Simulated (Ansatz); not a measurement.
**Lattice dynamics of (AlAs)2(GaAs)2 [001] superlattice, started as zinc blende**

The cell of (AlAs)2(GaAs)2 [001] superlattice, started as zinc blende is at rest. What are its phonons?

Method: DFT PBEsol, scalar-relativistic, plane waves, PAW, in Ansatz 0.2.0.

The structure was built from a prototype and need not be the compound's stable phase.

### 1. Set-up

The structure is tetragonal, space group P-4m2 (No. 115). Conventional cell: a = 4.009 Å, b = 4.009 Å, c = 11.326 Å, α = 90.00°, β = 90.00°, γ = 90.00°. Al has 4 As at 2.45 to 2.46 Å nearest. As has 4 Al at 2.46 Å nearest. As has 2 Al at 2.45 Å and 2 Ga at 2.45 Å nearest. Nearest to As lie 4 Ga at 2.45 Å. Nearest to Ga lie 4 As at 2.45 Å. Farther neighbours are not listed.

### 2. Linear response at the zone centre

The cell comes from relaxations at this level that are not shown. The zone centre is the only wavevector solved here; it holds the modes that light can see, as far as symmetry allows. The response to a homogeneous field gives the Born charges and the dielectric tensor, and its change with displacement the Raman tensors.

input.yaml reads:

```yaml
crystal:
  lattice:
    - [2.834636461, 2.834636461, 0.0]
    - [-2.834636461, 2.834636461, 0.0]
    - [0.0, 0.0, 11.3262085505]
  atoms:
    - { symbol: Al, position: [0.0, 0.0, -0.000357357] }
    - { symbol: Al, position: [0.5, 0.5, 0.250357357] }
    - { symbol: As, position: [0.5, 0.0, 0.125] }
    - { symbol: As, position: [1.0, 0.5, 0.3753647145] }
    - { symbol: As, position: [0.5, 0.0, 0.625] }
    - { symbol: As, position: [1.0, 0.5, 0.8746352855] }
    - { symbol: Ga, position: [0.0, 0.0, 0.5004066267] }
    - { symbol: Ga, position: [0.5, 0.5, 0.7495933733] }
kpoints:
  mp_grid: { grid: [8, 8, 2] }
hamiltonian:
  xc: pbesol
scf:
  occupations: { method: fixed }
output:
  eigenvalues: true
phonons:
  method: dfpt
  dielectric: true
  rigid_motions: translations
  raman: true
```

Started as:

```console
ansatz run input.yaml --threads 8 --pin off --max-ram 14336MiB --backend cpu --events-out ev --progress --plain --runs-dir out
```

Planned after this: another isotope. Settings of the main run: cutoff 420 eV, 8×8×2 k-mesh, fixed occupations.

What does the calculation give for the highest optical mode at the zone centre and top of the zone-centre spectrum with the field?

With one main axis (tetragonal system), two principal values must be equal and the third, along that axis, is free. The structure is stable against zone-centre distortions, since no mode there is imaginary; other wavevectors were not solved, so zone-boundary instabilities are untested. Without the field, the optical modes at Γ span 69 to 384 cm⁻¹.

```
volume per atom                                         : 22.8 Å³
gap on the k-mesh                                       : 1.07 eV
highest optical mode at the zone centre (no LO-TO term) : 384 cm⁻¹
top of the zone-centre spectrum with the field          : 386 cm⁻¹
lowest optical zone-centre mode                         : 69.3 cm⁻¹
mean high-frequency dielectric constant                 : 11.4
mean static dielectric constant                         : 13.4
largest Born charge (third of the trace)                : -2.29 e
imaginary modes at Γ (the only wavevector solved)       : none
```

No dispersion was computed. The highest mode in this list at Γ, 383.7 cm⁻¹, is mostly motion of Al (91 % of the kinetic energy). With the macroscopic field of the longitudinal modes the top of the zone-centre spectrum lies at 386 cm⁻¹, against 384 cm⁻¹ without it. Lattice motion raises the mean dielectric constant from 11.42 to 13.43. The strongest infrared line is at 349 cm⁻¹. Averaged over orientations, the strongest Raman line at 532 nm and 300 K is at 349 cm⁻¹, among the modes without the field; their longitudinal partners can be Raman active too. The tensors are the static, non-resonant ones, while 532 nm light (2.33 eV) lies above the computed gap. With the field response the log warns that the k mesh is coarse for the force constants too, so the frequencies may not be converged. The starting cell was built on a prototype and not taken from a measurement, so the phase need not exist. These are harmonic frequencies at zero temperature: anharmonic shifts, linewidths and thermal expansion are left out.

[Logs are printed without paths, hosts, clocks, repeated set-up lines and the standing remarks that a program may print on its own settings, such as how far it seeks lower states.]

[Hosts, paths, dates, database ids (printed as entryN), source tags and the programs' standing remarks are cut or masked in the printed files.]
